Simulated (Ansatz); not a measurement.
Space group P6_3/mmc (No. 194). a = 2.670 Å, b = 2.670 Å, c = 4.966 Å, α = 90.00°, β = 90.00°, γ = 120.00°
```
atom  site  symmetry       x       y       z
  Zn    2c      -6m2  0.6667  0.3333  0.7500
```

**Question.** What reflectivity and colour does Ansatz, PBE, independent particles, without spin-orbit coupling, line width 0.1 eV (Gaussian), carrier damping 0.1 eV give for this metal?

**Answer.** Reflectivity along the first axis:

| E (eV) | R (%) |
| --- | --- |
| 1.00 | 41.2 |
| 1.25 | 69.7 |
| 1.50 | 77.1 |
| 1.75 | 80.4 |
| 2.00 | 85.5 |
| 2.25 | 87.5 |
| 2.50 | 88.4 |
| 2.75 | 89.0 |
| 3.00 | 89.4 |
| 3.25 | 89.7 |
| 3.50 | 90.0 |
| 3.75 | 90.2 |
| 4.00 | 90.3 |
| 4.25 | 90.5 |
| 4.50 | 90.5 |
| 4.75 | 90.5 |
| 5.00 | 90.4 |

The colour is near white: CIE x = 0.310, y = 0.328, luminous reflectivity 88 % under D65, from the mean over the axes. The mesh is 15×15×7, and the carriers' damping is typed.

[Logs are printed without paths, hosts, clocks, repeated set-up lines and the standing remarks that a program may print on its own settings, such as how far it seeks lower states.]
